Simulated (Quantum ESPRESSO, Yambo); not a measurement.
# Excitons of MoS2 (P6_3/mmc) on ever denser meshes, part 3 of 3

Aim: follow the lowest exciton of MoS2 (P6_3/mmc) as the mesh is refined.

Quantum ESPRESSO 7.5 and Yambo 5.3.0; PBE and many-body steps on it, plane waves. Known limits of the many-body steps: not at the basis limit; no spin-orbit coupling in some runs; coarse k mesh; bindings not settled in the k mesh.

So far. Step 8 (Empty states on the mesh, 6×6×2 mesh, 102 bands): On this mesh the gap is 0.883 eV. Step 10 (k mesh (6×6×2)): The lowest state lies at 1.969 eV, 0.303 eV under the direct gap.

The database entry behind the starting cell differs from later determinations by our own check (about 0.3 % long), so it need not match the best structure at ambient conditions.

## Step 11: Empty states on the mesh, 9×9×2 mesh, 102 bands

This step: Quantum ESPRESSO 7.5; DFT, PBE with spin-orbit coupling, plane waves, norm-conserving pseudopotentials.

pw.in

```
&control
  calculation = 'nscf'
  prefix = 'x'
  outdir = 'o'
  pseudo_dir = 'pseudo'
/
&system
  ibrav = 0
  nat = 6
  ntyp = 2
  ecutwfc = 72.0
  nbnd = 102
  force_symmorphic = .true.
  noncolin = .true.
  lspinorb = .true.
/
&electrons
  conv_thr = 1e-9
  electron_maxstep = 80
  diago_full_acc = .true.
  diago_thr_init = 5e-6
/
ATOMIC_SPECIES
  Mo 95.95 Mo.upf
  S 32.06 S.upf
CELL_PARAMETERS angstrom
  3.1690000000 -0.0000000000 0.0000000000
  -1.5845000000 2.7444345046 0.0000000000
  0.0000000000 0.0000000000 12.3240000000
ATOMIC_POSITIONS crystal
  Mo 0.3333333333 0.6666666667 0.2500000000
  Mo 0.6666666667 0.3333333333 0.7500000000
  S 0.3333333333 0.6666666667 0.6230000000
  S 0.6666666667 0.3333333333 0.1230000000
  S 0.3333333333 0.6666666667 0.8770000000
  S 0.6666666667 0.3333333333 0.3770000000
K_POINTS automatic
  9 9 2 0 0 0
```

The run is started by

```bash
$ OMP_NUM_THREADS=1 mpirun -n 8 pw.x -nk 4 -in pw.in > pw.out
```

The log of the run:

```text
[banner, memory and clock lines left out]
Program PWSCF v.7.5 starts

     Atomic positions and unit cell read from directory:
     o/x.save/

     Message from routine setup:
     using ibrav=0 with symmetry is DISCOURAGED, use correct ibrav instead

     bravais-lattice index     =            0
     lattice parameter (alat)  =       5.9885  a.u.
     unit-cell volume          =     723.3082 (a.u.)^3
     number of atoms/cell      =            6
     number of atomic types    =            2
     number of electrons       =        52.00
[...]
k = 0.0000 0.0000-0.1286 (  7394 PWs)   bands (ev):

[...]
23.2520  23.2520  23.2521  23.2521  26.1981  26.1991

          k = 0.0000 0.1283 0.0000 (  7430 PWs)   bands (ev):

[...]
20.9221  20.9221  21.2215  21.2215  21.4528  21.4528  21.6101  21.6101
    21.8669  21.8669  22.2648  22.2648  22.3797  22.3797  22.6811  22.6811
    23.5578  23.5578  23.7949  23.7949  25.1561  25.1562

          k = 0.0000 0.1283-0.1286 (  7416 PWs)   bands (ev):

     [... further k-points ...]

     highest occupied, lowest unoccupied level (ev):    11.0005   11.9586

     XML data file, pseudopotentials, collected wavefunctions
```

Wall time 55 s (8 MPI ranks of Arm Neoverse V2, shared host); peak memory 1.1 GiB; 7.3 min of CPU time.

Numbers from this step:

* gap: 0.9581 eV
* k of the valence top: 0, 0, 0
* k of the conduction bottom: 0.1111, 0.2222, 0
* least direct gap: 1.622 eV
* k points computed: 24
* lowest point of the top converged band, above the valence top: 12.91 eV

On this mesh the gap is 0.958 eV.

## Step 12: Conversion and set-up

This step: Yambo 5.3.0; conversion and set-up on PBE with spin-orbit coupling, plane waves, norm-conserving pseudopotentials.

The run is started by

```bash
$ (cd o/x.save; p2y > p2y.log; mv SAVE ../..); yambo > setup.log
```

The log of the run:

```text
 Yambo, version 5.3.0

 [02] CORE Variables Setup
 =========================

  [02.01] Unit cells
  ==================

  Cell kind             :  HCP
  Atoms in the cell     :  Mo  S
  number of Mo atoms    :  2
  number of S  atoms    :   4

  List of atomic masses
  Mass of Mo    :  95.95000
  Mass of S     :  32.06000

  List of atomic coordinates    : [cc]
  Mo1       : -0.29943E-09   3.4575       5.8222      order 1
  Mo2       :   2.99427   1.72874  17.46674  order 2
  S1       : -0.29943E-09   3.4575       14.509      order 3
[...]
Q [ 1]         [rlu]:  0.000000  0.000000  0.000000
 Q [ 2]         [rlu]:  0.000000  0.000000 -0.500000
 Q [ 3]         [rlu]: -0.26548E-17  0.11111       0.0000
[...]
Q [ 8]         [rlu]: -0.79644E-17  0.33333     -0.50000
 Q [ 9]         [rlu]: -0.10619E-16  0.44444       0.0000
 Q [10]         [rlu]: -0.10619E-16  0.44444     -0.50000
     [... 12 further rows ...]
 Q [23]         [rlu]:  0.333333  0.333333  0.000000
 Q [24]         [rlu]:  0.333333  0.333333 -0.500000

  [03.01] X indexes
  =================

   [03.01.01] Sigma indexes
   ========================

 [06] Game Over & Game summary
```

Wall time 4.5 s (1 MPI rank); peak memory 0.26 GiB.

## Step 13: k mesh (9×9×2)

This step: Bethe-Salpeter equation on PBE with a scissors shift with spin-orbit coupling, plane waves, norm-conserving pseudopotentials.

bse7.in

```
optics
bss
bse
em1s
dipoles
rim_cut
RandQpts= 1000000
RandGvec= 1 RL
Chimod= "HARTREE"
BSKmod= "SEX"
BSEmod= "resonant"
BSSmod= "d"
BSENGexx= 20 Ry
BSENGBlk= 4 Ry
% BSEQptR
 1 | 1 |
%
% BSEBands
 49 | 56 |
%
% BEnRange
 0 | 4 | eV
%
% BDmRange
 0.1 | 0.1 | eV
%
BEnSteps= 81
% BLongDir
 1 | 0 | 0 |
%
% BndsRnXs
 17 | 102 |
%
NGsBlkXs= 4 Ry
% LongDrXs
 1 | 1 | 1 |
%
% KfnQP_E
 0.65 | 1.0 | 1.0 |
%
WRbsWF
FFTGvecs= 32 Ry
```

The run is started by

```bash
$ OMP_NUM_THREADS=4 mpirun -n 2 yambo -F bse7.in -J bse7 -C bse7 > bse7.log
```

The log of the run:

```text
 Yambo, version 5.3.0

 [02] CORE Variables Setup
 =========================

  [... cell, symmetries and grids as in the set-up ...]

  [02.05] Energies & Occupations
  ==============================

  [X] === General ===
  [X] Electronic Temperature                        :  0.000000  0.000000 [eV K]
  [X] Bosonic    Temperature                        :  0.000000  0.000000 [eV K]
  [X] Finite Temperature mode                       : no
  [X] El. density                                   :  0.48515E+24 [cm-3]
  [X] Fermi Level                                   :  11.00054 [eV]

  [X] === Gaps and Widths ===
  [X] Conduction Band Min                           :  0.958111 [eV]
  [X] Valence Band Max                              :  0.000000 [eV]
  [X] Filled Bands                                  :   52
  [X] Empty Bands                                   :   53  102
  [X] Direct Gap                                    :  1.621715 [eV]
  [X] Direct Gap localized at k                     :  23
  [X] Indirect Gap                                  :  0.958111 [eV]
  [X] Indirect Gap between kpts                     :   1  13
  [X] Last valence band width                       :  1.612401 [eV]
  [X] 1st conduction band width                     :  1.102419 [eV]

 [03] Transferred momenta grid and indexing
 ==========================================

 [BZ sampling] Q-grid is User defined and/or read from the database

 IBZ Q-points                                      :  24
 BZ  Q-points                                      :  162

 K/Q-points units:
 rlu = crystal or reduced units; cc = cartesian coordinates; iku = interal k-units

 Q [ 1]         [rlu]:  0.000000  0.000000  0.000000
 Q [ 2]         [rlu]:  0.000000  0.000000 -0.500000
[...]
X matrix size                                    :   93
  X band range                                     :   17  102
  X e/h energy range                               : -1.000000 -1.000000 [eV]
  X Time ordering                                  : T
  X Hxc Kernel                                     : HARTREE
  X Drude frequency                                :  0.000000  0.000000
  X poles                                          :  100.0000 [o/o]
  RL vectors in the sum                            :  2275
  [r,Vnl] included                                 : yes
  Field direction                                  :  0.577350E-5  0.577350E-5  0.577350E-5
  BZ energy Double Grid                            : no
  BZ energy DbGd points                            : 0
  BZ Q point size factor                           : -1.000000
  X Optical Averaged directions                    : none

 [08] Bethe Salpeter Equation driver
 ===================================

  [08.01] Bethe Salpeter Equation @q1
  ===================================

   [08.01.01] Transition pre-analysis @q1
   ======================================

   [08.01.02] Transition Groups build-up @q1
   =========================================

   [BSK] Transition groups (total):   48
   [BSK] Size (resonant):  2592
   [BSK]         (total):  2592
   [BSK] N. of matrices :  1

   [08.01.03] Loading Dipoles @q1
   ==============================

   [08.01.04] Independent Particles properties @q1
   ===============================================

   ==========================================================

   [BSE] Exchange components :  1107
   [BSE] Correlation components :    93   809

    [08.01.05.01] Screened interaction header I/O
    =============================================

    [08.01.05.02] Main kernel loop
    ==============================

    [08.01.05.03] Wave-Function Phases
    ==================================

    [BSE] WF phases found       :  56.59722 [o/o]

   [08.01.06] BSE solver(s) @q1
   ============================

   [08.01.07] Diago Solver @q1
   ===========================

 [11] Game Over & Game summary
```

Wall time 3.1 min (2 MPI ranks); peak memory 1.2 GiB.

This step gave:

```
transitions in the window                                      : 2592
direct gap of the transition levels                            : 2.272 eV
lowest state                                                   : 2.088 eV
first strong exciton (over a fiftieth of the strongest listed) : 2.097 eV
binding of the lowest state below the direct gap               : 0.1840 eV
Coulomb term of one mesh cell                                  : 0.1305 eV
```

The binding is 1.4 times the screened Coulomb term of one mesh cell (0.13 eV), so it is not shown settled.

The lowest state lies at 2.088 eV, 0.184 eV under the direct gap.

Field along x; broadening 0.1 eV; transition window only. Limits: finite bands, cutoff and mesh; exciton not shown settled in the k mesh. Table of ε₂ by photon energy; read off at these points:

| photon energy (eV) | BSE | no electron-hole interaction |
| --- | --- | --- |
| 0.00 | 0.0854 | 0.0731 |
| 0.20 | 0.0991 | 0.0838 |
| 0.40 | 0.117 | 0.0972 |
| 0.60 | 0.139 | 0.114 |
| 0.80 | 0.170 | 0.136 |
| 1.00 | 0.213 | 0.166 |
| 1.20 | 0.277 | 0.207 |
| 1.40 | 0.382 | 0.268 |
| 1.60 | 0.578 | 0.367 |
| 1.80 | 1.07 | 0.552 |
| 2.00 | 3.46 | 1.02 |
| 2.15 | 6.73 | 2.31 |
| 2.20 | 6.32 | 3.39 |
| 2.40 | 4.45 | 5.30 |
| 2.60 | 7.40 | 3.87 |
| 2.80 | 17.1 | 7.11 |
| 3.00 | 18.9 | 18.5 |
| 3.05 | 19.2 | 20.7 |
| 3.20 | 17.6 | 17.8 |
| 3.40 | 17.9 | 19.0 |
| 3.60 | 7.70 | 15.8 |
| 3.80 | 3.30 | 9.53 |
| 4.00 | 1.31 | 3.42 |

The window of bands is narrower than in the first exciton run, so this row is not like for like with it.

## Step 14: Spectrum in a wider window

bse8.in

```
optics
bss
bse
em1s
dipoles
rim_cut
RandQpts= 1000000
RandGvec= 1 RL
Chimod= "HARTREE"
BSKmod= "SEX"
BSEmod= "resonant"
BSSmod= "h"
BSENGexx= 20 Ry
BSENGBlk= 4 Ry
% BSEQptR
 1 | 1 |
%
% BSEBands
 45 | 64 |
%
% BEnRange
 0 | 7 | eV
%
% BDmRange
 0.1 | 0.1 | eV
%
BEnSteps= 141
% BLongDir
 1 | 0 | 0 |
%
% BndsRnXs
 17 | 102 |
%
NGsBlkXs= 4 Ry
% LongDrXs
 1 | 1 | 1 |
%
% KfnQP_E
 0.65 | 1.0 | 1.0 |
%
BSHayTrs= -0.02
FFTGvecs= 32 Ry
```

The run is started by

```bash
$ OMP_NUM_THREADS=4 mpirun -n 2 yambo -F bse8.in -J bse8,bse7_W -C bse8 > bse8.log
```

The log of the run:

```text
 Yambo, version 5.3.0

 [02] CORE Variables Setup
 =========================

  [... cell, symmetries and grids as in the set-up ...]

  [02.05] Energies & Occupations
  ==============================

  [X] === General ===
  [X] Electronic Temperature                        :  0.000000  0.000000 [eV K]
  [X] Bosonic    Temperature                        :  0.000000  0.000000 [eV K]
  [X] Finite Temperature mode                       : no
  [X] El. density                                   :  0.48515E+24 [cm-3]
[...]
[07] Static Dielectric Matrix
 =============================

    [08.01.05.02] Main kernel loop
    ==============================

    [08.01.05.03] Wave-Function Phases
    ==================================

    [BSE] WF phases found       :  57.43056 [o/o]

   [08.01.06] BSE solver(s) @q1
   ============================

   [08.01.07] Haydock Solver in the optics basis @q1 using the hermitian scheme
   ============================================================================

   Accuracy (requested)      : -0.020000 [o/o]
   Accuracy (reached)        :  0.013859 [o/o]
   Iterations                :   56

 [11] Game Over & Game summary
```

Run time: 3.7 min. Hardware: 2 MPI ranks; peak memory 3 GiB; 28 min of CPU time.

Numbers from this step:

```yaml
transitions_in_the_window: 15552
direct_gap_of_the_transition_levels: 2.272 eV
```

Field along x; broadening 0.1 eV; transition window only. Limits: finite bands, cutoff and mesh; exciton not shown settled in the k mesh. The ε₂ by photon energy; read off at these points:

| photon energy (eV) | BSE | no electron-hole interaction |
| --- | --- | --- |
| 0.000 | 0.140 | 0.118 |
| 0.250 | 0.166 | 0.139 |
| 0.500 | 0.201 | 0.165 |
| 0.750 | 0.249 | 0.199 |
| 1.000 | 0.318 | 0.247 |
| 1.250 | 0.428 | 0.318 |
| 1.500 | 0.626 | 0.432 |
| 1.750 | 1.10 | 0.646 |
| 2.000 | 3.71 | 1.23 |
| 2.250 | 6.60 | 5.15 |
| 2.500 | 5.50 | 6.00 |
| 2.750 | 19.4 | 6.36 |
| 2.950 | 29.3 | 17.5 |
| 3.000 | 29.1 | 22.3 |
| 3.100 | 28.2 | 26.1 |
| 3.250 | 26.3 | 24.7 |
| 3.500 | 21.0 | 23.7 |
| 3.750 | 14.5 | 22.1 |
| 4.000 | 11.0 | 14.4 |
| 4.250 | 10.3 | 12.4 |
| 4.500 | 6.49 | 9.28 |
| 4.750 | 8.06 | 7.18 |
| 5.000 | 4.48 | 7.46 |
| 5.250 | 3.78 | 6.23 |
| 5.500 | 2.33 | 4.17 |
| 5.750 | 3.88 | 3.25 |
| 6.000 | 1.26 | 4.34 |
| 6.250 | 0.518 | 1.30 |
| 6.500 | 0.297 | 0.514 |
| 6.750 | 0.214 | 0.311 |
| 7.000 | 0.168 | 0.226 |

## Step 15: The runs together

Times are wall times on 2 MPI ranks of Arm Neoverse V2, shared host, good to a factor of about two.

| run | mesh | transitions | broadening (eV) | direct gap (eV) | lowest state (eV) | binding (eV) | mesh cell's term (eV) | tallest peak (eV) | height | time |
| --- | --- | --- | --- | --- | --- | --- | --- | --- | --- | --- |
| excitons | 3×3×1 | 432 | 0.1 | 2.272 | 1.679 | 0.592 | 0.287 | 1.90 | 55.4 | 6.1 s |
| k mesh (6×6×2) | 6×6×2 | 2304 | 0.1 | 2.272 | 1.969 | 0.303 | 0.168 | 3.10 | 25.7 | 75 s |
| k mesh (9×9×2) | 9×9×2 | 2592 | 0.1 | 2.272 | 2.088 | 0.184 | 0.130 | 3.05 | 19.2 | 3.1 min |
| spectrum in a wider window | 9×9×2 | 15552 | 0.1 | 2.272 | - | - | - | 2.95 | 29.3 | 3.7 min |

## Step 16: Results

```json
{"excitons": "lowest state 1.679 eV", "k mesh (6×6×2)": "lowest state 1.969 eV (not settled in the k mesh)", "k mesh (9×9×2)": "lowest state 2.088 eV (not settled in the k mesh)", "spectrum in a wider window": "tallest peak 3.0 eV"}
```

In words: On the 3×3×1 mesh the lowest exciton lies at 1.679 eV, 0.592 eV below the direct gap; one cell of the mesh carries a screened Coulomb term of 0.29 eV by a cubic estimate, rough for this lattice, so this binding is not shown settled. That state is dark or weak; the first strong one lies at 1.716 eV. Bindings below are those of the lowest state. k mesh (6×6×2), against «excitons (3×3×1)»: the lowest state moves by +0.289 eV (keys changed: BSEBands, the mesh and the band window). k mesh (9×9×2), against «k mesh (6×6×2)»: the lowest state moves by +0.119 eV (keys changed: BSEBands, the mesh and the band window). Spectrum in a wider window, against «k mesh (9×9×2)»: the tallest peak goes from 3.05 eV to 2.95 eV (keys changed: BSEBands, BSSmod, BEnSteps, BSHayTrs, BEnRange and the band window). Lines within a few meV of each other can be one level split by numerical noise, or distinct levels. Screening is static and electronic alone, and only transitions inside the band window count. The 3×3×1 mesh is coarse for this cell, which bears on the long-range parts of exchange and screening.

[Paths, hosts, dates, memory and timing lines, banners, echoed tables and standing remarks are left out of the program output.]

[Logs are printed without paths, hosts, clocks, repeated set-up lines and the standing remarks that a program may print on its own settings, such as how far it seeks lower states.]

[Runs of the session that timed out or met a known fault of the program may be left out.]

[Hosts, paths, dates, database ids (printed as entryN), source tags and the programs' standing remarks are cut or masked in the printed files.]
